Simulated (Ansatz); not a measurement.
# What SiCl3 (built on the sites of a database entry of SnI3) distorts into, part 2 of 2

Which phase does SiCl3 (built on the sites of a database entry of SnI3) fall into along its unstable mode, and how much energy does it gain?

Ansatz 0.2.0; DFT PBE, scalar-relativistic, plane waves, norm-conserving pseudopotentials.

So far, highest frequency on the path or at a solved wavevector (cm⁻¹): step 2 (response at finite wavevector) 327. Also lowest frequency on the path (cm⁻¹): step 2 -258.

The structure was built from a prototype and need not be the compound's stable phase.

**6. Relaxation from the frozen mode**

Starting from the lowest point found, all atoms and the cell are let go, so that strain and other modes of the same symmetry can join in.

The input, input.yaml:

```yaml
crystal:
  lattice:
    - [4.7349396865, 0.0, 0.0]
    - [0.0, 4.7349396865, 0.0]
    - [0.0, 0.0, 4.7349396865]
  atoms:
    - { symbol: Si, position: [0.0548703127, -0.0548703127, -0.0548703127] }
    - { symbol: Cl, position: [0.475863303, 0.0096669509, 0.0096669509] }
    - { symbol: Cl, position: [-0.0096669509, 0.0096669509, 0.524136697] }
    - { symbol: Cl, position: [-0.0096669509, 0.524136697, 0.0096669509] }
kpoints:
  mp_grid: { grid: [10, 10, 10] }
hamiltonian:
  xc: pbe
  pseudopotentials: { kind: nc }
scf:
  occupations: { method: methfessel_paxton, width: 0.2 }
output:
  forces: true
  stress: true
  eigenvalues: true
relax:
  adjacent_minimum: "off"
  f_tol: 0.002
  max_steps: 120
  cell: { stress_tol: 0.03 }
```

On the command line:

```
> ansatz run input.yaml --threads 4 --pin off --max-ram 14336MiB --backend cpu --events-out ev --progress --plain --runs-dir out
```

Numbers of over 12 decimals in the logs are rounded to 6 here.

The log of the run:

```text
[...]
Crystal: 4 atoms, lattice volume = 106.156 Å³
Basis set: ecut = 789.130201 eV, 5377 PW (Γ), exchange–correlation on 90×90×90 points (8 copies of the dense FFT grid, shifted against one another)
Bands: 17, of which v1, the nominal top of the filled ones, is band 13 counted from 1 (12 counted from 0)
Symmetry: 6 space group operations
[...]
k-points: 116 of 1000 (time reversal used)
[...]
SCF iter   1: F=—  HF=-1456.781473 eV  |F-HF|=—  |Δ(HF+E_count)|=         —  Δρ=2.79e-2  dr2=8.62e-1  ethr=3.10e-3  ⟨swp⟩=8.5  Hψ=14962  notcnv=0
[...]
SCF iter   9: F=-1456.537920 eV  HF=-1456.537919 eV  |F-HF|=1.54e-8  |Δ(HF+E_count)|=   2.22e-8  S|Δr|=    0.00e0  Δρ=4.42e-6  dr2=4.44e-8  ethr=4.00e-10  ⟨swp⟩=10.3  Hψ=12534  notcnv=0
SCF 1 converged in 9 iterations: F = -1456.537920 eV  dr2 = 4.44e-8
relax step   1: F+E_penalty+E_count = -1456.53791950 eV  Δ(F+E_penalty+E_count) = +0.000e0 eV  max|allowed force component| = 8.695e-1 eV/Å  Δτ_max = 0.0000 Å  P = +6.446 GPa  Ω = 106.156 Å³  (9 SCF iters, dr2 threshold 1.00e-7 eV, accepted)
Crystal: 4 atoms, lattice volume = 116.309 Å³
Basis set: ecut = 789.130201 eV, 5851 PW (Γ), exchange–correlation on 90×90×90 points (8 copies of the dense FFT grid, shifted against one another)
[...]
iter 1 solved again at ethr=1.91e-4 eV; its pass at ethr=3.10e-3 eV (dr2=4.79e-2 eV) is discarded
[...]
SCF iter   6: F=-1456.827053 eV  HF=-1456.827053 eV  |F-HF|=2.80e-8  |Δ(HF+E_count)|=   2.44e-6  S|Δr|=    0.00e0  Δρ=1.37e-5  dr2=2.00e-7  ethr=1.60e-9  ⟨swp⟩=7.9  Hψ=13693  notcnv=0
SCF 2 converged in 6 iterations: F = -1456.827053 eV  dr2 = 2.00e-7
relax step   2: F+E_penalty+E_count = -1456.82705336 eV  Δ(F+E_penalty+E_count) = -2.891e-1 eV  max|allowed force component| = 1.402e-1 eV/Å  Δτ_max = 0.0676 Å  P = +1.431 GPa  Ω = 116.309 Å³  energy of the carried Pulay correction = -1.298e-3 eV  (6 SCF iters, dr2 threshold 4.00e-7 eV, accepted)
Crystal: 4 atoms, lattice volume = 126.982 Å³
Basis set: ecut = 789.130201 eV, 6373 PW (Γ), exchange–correlation on 90×90×90 points (8 copies of the dense FFT grid, shifted against one another)
[...]
SCF iter   6: F=-1456.915855 eV  HF=-1456.915855 eV  |F-HF|=2.94e-8  |Δ(HF+E_count)|=   2.91e-7  S|Δr|=    0.00e0  Δρ=5.43e-6  dr2=2.08e-8  ethr=1.60e-9  ⟨swp⟩=8.9  Hψ=11548  notcnv=0
SCF 3 converged in 6 iterations: F = -1456.915855 eV  dr2 = 2.08e-8
relax step   3: F+E_penalty+E_count = -1456.91585465 eV  Δ(F+E_penalty+E_count) = -8.880e-2 eV  max|allowed force component| = 1.938e-1 eV/Å  Δτ_max = 0.0530 Å  P = +0.322 GPa  Ω = 126.982 Å³  energy of the carried Pulay correction = -2.542e-3 eV  (6 SCF iters, dr2 threshold 4.00e-7 eV, accepted)
[... from here on, the SCF cycles and remarks between the steps are left out ...]
relax step   4: F+E_penalty+E_count = -1456.95265872 eV  Δ(F+E_penalty+E_count) = -3.680e-2 eV  max|allowed force component| = 9.677e-2 eV/Å  Δτ_max = 0.0426 Å  P = -0.067 GPa  Ω = 133.646 Å³  energy of the carried Pulay correction = -3.262e-3 eV  (5 SCF iters, dr2 threshold 4.00e-7 eV, accepted)
relax step   5: F+E_penalty+E_count = -1456.95987735 eV  Δ(F+E_penalty+E_count) = -7.219e-3 eV  max|allowed force component| = 1.186e-2 eV/Å  Δτ_max = 0.0250 Å  P = +0.011 GPa  Ω = 137.422 Å³  energy of the carried Pulay correction = -3.654e-3 eV  (6 SCF iters, dr2 threshold 4.00e-7 eV, accepted)
relax step   6: F+E_penalty+E_count = -1456.95888870 eV  Δ(F+E_penalty+E_count) = +9.887e-4 eV  max|allowed force component| = 6.379e-2 eV/Å  Δτ_max = 0.0096 Å  P = -0.053 GPa  Ω = 137.890 Å³  energy of the carried Pulay correction = -3.701e-3 eV  (7 SCF iters, dr2 threshold 1.77e-8 eV, rejected (line search))
relax step   7: F+E_penalty+E_count = -1456.96011444 eV  Δ(F+E_penalty+E_count) = -2.371e-4 eV  max|allowed force component| = 1.375e-3 eV/Å  Δτ_max = 0.0020 Å  P = -0.013 GPa  Ω = 137.639 Å³  energy of the carried Pulay correction = -3.676e-3 eV  (9 SCF iters, accepted)
relax step   8: F+E_penalty+E_count = -1456.97691464 eV  Δ(F+E_penalty+E_count) = -1.680e-2 eV  max|allowed force component| = 1.925e-3 eV/Å  Δτ_max = 0.0000 Å  P = +0.112 GPa  Ω = 137.639 Å³  stress off target by 2.30e-1 GPa  SCF on the basis re-selected at this cell (its energy is not comparable with the rows above)  (7 SCF iters)
relax step   9: F+E_penalty+E_count = -1456.97854944 eV  Δ(F+E_penalty+E_count) = -1.635e-3 eV  max|allowed force component| = 5.804e-3 eV/Å  Δτ_max = 0.0078 Å  P = +0.037 GPa  Ω = 139.595 Å³  energy of the carried Pulay correction = -2.028e-4 eV  (5 SCF iters, dr2 threshold 1.32e-7 eV, accepted)
relax step  10: F+E_penalty+E_count = -1456.97865969 eV  Δ(F+E_penalty+E_count) = -1.102e-4 eV  max|allowed force component| = 1.372e-2 eV/Å  Δτ_max = 0.0048 Å  P = +0.043 GPa  Ω = 140.816 Å³  energy of the carried Pulay correction = -3.423e-4 eV  (6 SCF iters, dr2 threshold 1.27e-8 eV, accepted)
relax step  11: F+E_penalty+E_count = -1456.97866331 eV  Δ(F+E_penalty+E_count) = -3.625e-6 eV  max|allowed force component| = 1.764e-3 eV/Å  Δτ_max = 0.0004 Å  P = -0.004 GPa  Ω = 141.038 Å³  energy of the carried Pulay correction = -3.691e-4 eV  (4 SCF iters, dr2 threshold 1.18e-8 eV, accepted)
[...]
SCF iter   7: F=-1456.979059 eV  HF=-1456.979059 eV  |F-HF|=9.09e-13  |Δ(HF+E_count)|=  1.89e-11  S|Δr|=    0.00e0  Δρ=3.96e-8  dr2=1.97e-12  ethr=1.00e-12  ⟨swp⟩=7.4  Hψ=12458  notcnv=0
SCF 12 converged in 7 iterations: F = -1456.979059 eV  dr2 = 1.97e-12
relax step  12: F+E_penalty+E_count = -1456.97905880 eV  Δ(F+E_penalty+E_count) = -3.955e-4 eV  max|allowed force component| = 1.838e-3 eV/Å  Δτ_max = 0.0000 Å  P = -0.004 GPa  Ω = 141.038 Å³  stress off target by 7.37e-3 GPa  SCF on the basis re-selected at this cell (its energy is not comparable with the rows above)  (7 SCF iters)
[...]
SCF converged after 7 iterations
[...]
Free energy (F): -1456.979059 eV
[...]
Internal energy: -1456.979321 eV  (E = F + TS)
E sigma→0 (E₀):  -1456.979124 eV
Entropy (-TS):   0.000262 eV (0.066 meV/atom)
Fermi energy:    0.689030 eV
[...]
--- Forces (eV/Å), atoms counted from 1 ---
  atom   1  Si     0.00108556    -0.00108556    -0.00108556
  atom   2  Cl    -0.00183846    -0.00037645    -0.00037645
  atom   3  Cl     0.00037645    -0.00037645     0.00183846
  atom   4  Cl     0.00037645     0.00183846    -0.00037645
  max |Σ_I F_I| component: 5.94e-9 eV/Å
--- Stress (GPa, compression-positive) ---
       -0.003866      -0.003500      -0.003500
       -0.003500      -0.003866       0.003500
       -0.003500       0.003500      -0.003866
  P = ⅓ Tr σ = -0.0039 GPa (-0.039 kbar)
--- Band table (eV; the first three rows and the last of 116) ---
  k-point 0: bands = [... 9 lower, -2.2867, -2.2867, -1.8111, -0.8527, 4.5062, 5.2141, 6.1105, 6.1105]
  k-point 1: bands = [... 9 lower, -2.3248, -2.2868, -1.8297, -0.7454, 4.5736, 5.2910, 6.0886, 6.1595]
  k-point 2: bands = [... 9 lower, -2.3862, -2.2889, -1.8762, -0.4631, 4.7491, 5.5134, 5.9915, 6.2890]
  k-point 115: bands = [... 9 lower, -1.7510, -1.7510, -1.5342, 2.2099, 3.7541, 4.2544, 4.2544, 6.2710]
--- Relaxed structure (10 steps of the walk, 9 accepted, 2 SCFs on fresh bases) ---
  F+E_penalty+E_count = -1456.97905880 eV   max|allowed force component| = 1.838e-3 eV/Å   (the final SCF, on the basis selected at the relaxed cell)
  cell:  # Å, volume = 141.0382 Å³
    - [5.216710, -0.247685, -0.247685]
    - [-0.247685, 5.216710, 0.247685]
    - [-0.247685, 0.247685, 5.216710]
  atoms:
    - { symbol: Si, position: [0.073219, -0.073219, -0.073219] }
    - { symbol: Cl, position: [0.466677, 0.014248, 0.014248] }
    - { symbol: Cl, position: [-0.014248, 0.014248, 0.533323] }
    - { symbol: Cl, position: [-0.014248, 0.533323, 0.014248] }
```

The job ended after 3.2 min (4 threads of Arm Neoverse V1, shared host; peak memory 0.88 GiB).

Step by step:

```csv
step,energy less that of the first step (eV),largest force component (eV/Å),pressure (GPa),volume (Å³)
1,0.0000,0.8695,6.45,106.16
2,-0.2891,0.1402,1.43,116.31
3,-0.3779,0.1938,0.32,126.98
4,-0.4147,0.0968,-0.07,133.65
5,-0.4220,0.0119,0.01,137.42
6,-0.4210,0.0638,-0.05,137.89
7,-0.4222,0.0014,-0.01,137.64
8*,-0.4390,0.0019,0.11,137.64
9,-0.4406,0.0058,0.04,139.59
10,-0.4407,0.0137,0.04,140.82
11,-0.4407,0.0018,0.00,141.04
12*,-0.4411,0.0018,0.00,141.04
```

Relaxation steps marked * repeat the geometry before them on a plane-wave basis chosen anew for their cell, so energy and pressure can jump there. Relaxation step 6 was tried and not accepted.

Forces are held to the 6 operations that the run works with; a distortion that breaks them can't arise in this run.

```csv
cell as run,before,after,change
a (Å),4.735,5.228,+10.4 %
b (Å),4.735,5.228,+10.4 %
c (Å),4.735,5.228,+10.4 %
α (°),90.00,84.45,-6.2 %
β (°),90.00,95.55,+6.2 %
γ (°),90.00,95.55,+6.2 %
volume (Å³/atom),26.54,35.26,+32.9 %
```

The atoms that moved most (Å, as changes of fractional coordinates times the final cell):

```csv
atom,dx,dy,dz,length
Si1,0.105,-0.105,-0.105,0.182
Cl4,-0.027,0.050,0.027,0.063
Cl2,-0.050,0.027,0.027,0.063
Cl3,-0.027,0.027,0.050,0.063
```

Final coordinates:

```cif
data_structure
_symmetry_space_group_name_H-M 'P 1'
_symmetry_Int_Tables_number 1
_cell_length_a 5.2285
_cell_length_b 5.2285
_cell_length_c 5.2285
_cell_angle_alpha 84.446
_cell_angle_beta 95.554
_cell_angle_gamma 95.554
_cell_volume 141.04
loop_
_atom_site_label
_atom_site_type_symbol
_atom_site_fract_x
_atom_site_fract_y
_atom_site_fract_z
_atom_site_occupancy
Si1 Si 0.07322 0.92678 0.92678 1
Cl2 Cl 0.46668 0.01425 0.01425 1
Cl3 Cl 0.98575 0.01425 0.53332 1
Cl4 Cl 0.98575 0.53332 0.01425 1
```

This step gave:

```yaml
pressure: -0.003866 GPa
volume_per_atom: 35.26 Å³
```

The distorted start has space group R3m; the relaxation ends in R3m.

**7. The new phase in its own primitive cell**

The relaxed structure is symmetrised, reduced to its primitive cell and relaxed tightly, as its phonons need.

input.yaml, the sections that differ from step 6:

```yaml
crystal:
  lattice:
    - [3.5136318154, 2.0285962745, 3.2978706533]
    - [-3.5136318154, 2.0285962745, 3.2978706533]
    - [0.0, -4.057192549, 3.2978706533]
  atoms:
    - { symbol: Si, position: [0.0732187016, 0.0732187016, 0.0732187016] }
    - { symbol: Cl, position: [0.9857521441, 0.9857521441, 0.4666767242] }
    - { symbol: Cl, position: [0.9857521441, 0.4666767242, 0.9857521441] }
    - { symbol: Cl, position: [0.4666767242, 0.9857521441, 0.9857521441] }
kpoints:
  mp_grid: { grid: [9, 9, 9] }
relax:
  adjacent_minimum: "off"
  f_tol: 0.001
  max_steps: 60
  cell: { stress_tol: 0.01 }
# hamiltonian, scf, output: as in step 6
```

The log of the run:

```text
[...]
Crystal: 4 atoms, lattice volume = 141.038 Å³
Basis set: ecut = 789.130201 eV, 7047 PW (Γ), exchange–correlation on 96×96×96 points (8 copies of the dense FFT grid, shifted against one another)
Bands: 17, of which v1, the nominal top of the filled ones, is band 13 counted from 1 (12 counted from 0)
Symmetry: 6 space group operations
[...]
--- Relaxed structure (3 steps of the walk, 3 accepted, 1 SCFs on fresh bases) ---
[...]
cell:  # Å, volume = 141.2202 Å³
    - [3.514255, 2.028956, 3.300956]
    - [-3.514255, 2.028956, 3.300956]
    - [0, -4.057912, 3.300956]
  atoms:
    - { symbol: Si, position: [0.073297, 0.073297, 0.073297] }
    - { symbol: Cl, position: [0.985764, 0.985764, 0.466575] }
    - { symbol: Cl, position: [0.985764, 0.466575, 0.985764] }
    - { symbol: Cl, position: [0.466575, 0.985764, 0.985764] }
[key lines of the parts left out:]
SCF converged after 10 iterations
Free energy (F): -1456.978791 eV
Fermi energy:    0.683647 eV
P = ⅓ Tr σ = -0.0001 GPa (-0.001 kbar)
```

The job ended after 55 s (4 threads; peak memory 0.77 GiB).

Little changed from the start: no atom moved by 0.005 Å and no cell edge by 0.1 %.

This step gave:

| Item | Value |
| --- | --- |
| pressure | -1.50e-4 GPa |
| volume per atom | 35.31 Å³ |

The largest force component left is 0.93 meV/Å and the pressure is 0.000 GPa, within the tolerances set. The cell now holds 35.31 Å³/atom.

**8. Modes of the new phase, k-mesh 9×9×9**

A relaxed structure may still be a saddle point, so its zone-centre modes are computed. No field response is asked, since the mesh shows no gap.

input.yaml, the sections that differ from step 7:

```yaml
crystal:
  lattice:
    - [3.5142545696, 2.0289558218, 3.3009564388]
    - [-3.5142545696, 2.0289558218, 3.3009564388]
    - [0.0, -4.0579116435, 3.3009564388]
  atoms:
    - { symbol: Si, position: [0.0732972438, 0.0732972438, 0.0732972438] }
    - { symbol: Cl, position: [0.9857636832, 0.9857636832, 0.4665751039] }
    - { symbol: Cl, position: [0.9857636832, 0.4665751039, 0.9857636832] }
    - { symbol: Cl, position: [0.4665751039, 0.9857636832, 0.9857636832] }
output:
  eigenvalues: true
phonons:
  method: dfpt
# kpoints, hamiltonian, scf: as in step 7
# relax: removed
```

The log of the run:

```text
zone centre: on kpoints.mp_grid the ground state, and the responses unless they are solved on pairs of k-points, stand on 205 of the mesh's 729 k-points, reduced under 2 symmetry operations, with k and −k counted as one. Each operation leaves every solved displacement unchanged or reverses it
[...]
Crystal: 4 atoms, lattice volume = 141.220 Å³
Basis set: ecut = 789.130201 eV, 7059 PW (Γ), exchange–correlation on 96×96×96 points (8 copies of the dense FFT grid, shifted against one another)
Bands: 17, of which v1, the nominal top of the filled ones, is band 13 counted from 1 (12 counted from 0)
Symmetry: 6 space group operations
k-points: 205 of 729 (irreducible under 2 space group operations, time reversal used)
[...]
SCF iter   1: F=—  HF=-1457.246994 eV  |F-HF|=—  |Δ(HF+E_count)|=         —  Δρ=2.48e-2  dr2=9.60e-1  ethr=3.10e-3  ⟨swp⟩=8.9  Hψ=27146  notcnv=0
[...]
SCF iter  11: F=-1456.978791 eV  HF=-1456.978791 eV  |F-HF|=4.55e-13  |Δ(HF+E_count)|=  3.18e-12  S|Δr|=    0.00e0  Δρ=4.70e-8  dr2=3.58e-12  ethr=1.00e-12  ⟨swp⟩=9.6  Hψ=24492  notcnv=0
SCF 1 converged in 11 iterations: F = -1456.978791 eV  dr2 = 3.58e-12
DFPT response loops at Γ: preconditioner auto → none (partly filled bands, converged f_vac=0.237); β = 0.50; Broyden in place of MSR1
SCF converged after 11 iterations
[...]
Free energy (F): -1456.978791 eV
[...]
Internal energy: -1456.977231 eV  (E = F + TS)
E sigma→0 (E₀):  -1456.978401 eV
Entropy (-TS):   -0.001560 eV (-0.390 meV/atom)
Fermi energy:    0.683647 eV
[...]
--- Band table (eV; the first three rows and the last of 205) ---
  k-point 0: bands = [... 9 lower, -2.2950, -2.2950, -1.8189, -0.8549, 4.4981, 5.2050, 6.1021, 6.1021]
  k-point 1: bands = [... 9 lower, -2.3404, -2.2952, -1.8416, -0.7239, 4.5806, 5.2996, 6.0741, 6.1619]
  k-point 2: bands = [... 9 lower, -2.4017, -2.2983, -1.8959, -0.3887, 4.7879, 5.5699, 5.9448, 6.3152]
  k-point 204: bands = [... 9 lower, -1.8002, -1.7809, -1.5768, 2.0533, 3.8575, 4.3501, 4.3952, 6.3346]
--- Phonons (Γ-DFPT): 5 representative perturbations + reference, on 205 of 729 k-points (Σ response iterations 15) ---
  k mesh reduced under 2 symmetry operations, with k and −k counted as one. Each operation leaves every solved displacement unchanged or reverses it
  ASR residual: 1.994e-5 → 0.000e0 eV/Å²; symmetrization residual: 1.328e-6 eV/Å²
  ASR residual per site (eV/Å²): 1.99e-5 1.99e-5 1.99e-5 1.99e-5
[...]
non-analytic LO–TO correction: not included (Born effective charges unavailable; polar crystals: no LO–TO splitting at Γ)
```

Elapsed: 2.3 min, on 4 threads; peak memory 4 GiB; 9.2 min of CPU time.

This step gave:

```
sum-rule residual before enforcement                    : 1.99e-5 eV/Å²
point group                                             : 3m
highest optical mode at the zone centre (no LO-TO term) : 479.2 cm⁻¹
lowest optical zone-centre mode                         : 49.42 cm⁻¹
```

Patterns of degenerate modes are one choice out of their space. Modes at Γ, with each element's share of the kinetic energy:

```csv
mode,frequency (cm⁻¹),symmetry,Si %,Cl %
1,0.0,acoustic,21,79
2,0.0,acoustic,21,79
3,0.0,acoustic,21,79
4,49.4,A2,0,100
5,88.6,E,2,98
6,88.6,E,2,98
7,163.2,E,13,87
8,163.2,E,13,87
9,232.3,A1,40,60
10,408.6,A1,40,60
11,479.2,E,64,36
12,479.2,E,64,36
```

Displacements in mode 4 (49.4 cm⁻¹), the largest set to 1:
```
Si1  0.00  0.00  0.00
Cl2  1.00  0.00  0.00
Cl3 -0.50 -0.87  0.00
Cl4 -0.50  0.87  0.00
```

Displacements in mode 5 (88.6 cm⁻¹), the largest set to 1:
```
Si1 -0.05 -0.19  0.00
Cl2 -0.02  0.18  1.00
Cl3 -0.08 -0.04 -0.27
Cl4  0.14  0.02 -0.73
```

Before it was imposed, the acoustic sum rule was missed by 2.0e-5 eV/Å². Small misses are needed for a sound result but don't prove that mesh and cutoff are converged. The lowest optical mode is real, 49.4 cm⁻¹.

**9. Summary of results**

| Property | Result |
| --- | --- |
| unstable mode of the parent | q = (0, 0, 0), 258i cm⁻¹ |
| depth at the lowest point sampled | 72.5 meV/atom |
| largest atomic shift at that point | 0.45 Å |
| space group reached (within 0.01 Å) | R3m |
| energy gained over the parent (first relaxation, on the mesh of the frozen mode) | 183 meV/atom |
| volume per atom, phase reached | 35.3 Å³ |
| lowest optical zone-centre mode, phase reached | 49.4 cm⁻¹ |
| highest optical mode at the zone centre (no LO-TO term), phase reached | 479 cm⁻¹ |

In words: Along this mode the structure falls into R3m, 183 meV/atom below the parent. At the parent's cell the well is 72.45 meV/atom deep on the steps tried, with its lowest point at a shift of 0.45 Å. Relaxing atoms and cell changes the gain by +110.18 meV/atom against the lowest step (energies at zero smearing). Most of the total comes from this relaxation. The new phase has no imaginary mode at the zone centre of its cell; other wavevectors were not checked. Of the 5 patterns followed to their end from this parent, this one ends 80.8 meV/atom above the lowest, Amm2. Each path keeps the symmetry of its pattern, so a lower phase may lie along a pattern not tried. With no gap, or one that is small against the smearing, the frequencies hang on the k mesh and the smearing, most of all near Kohn anomalies. The phonon runs are without spin polarisation, although the cell has an odd electron count. A phonon run warned that its eigensolver left some bands unconverged in a pass. The starting cell was built on a prototype and not taken from a measurement, so the phase need not exist.

[Logs are printed without paths, hosts, clocks, repeated set-up lines and the standing remarks that a program may print on its own settings, such as how far it seeks lower states.]

[Hosts, paths, dates, database ids (printed as entryN), source tags and the programs' standing remarks are cut or masked in the printed files.]
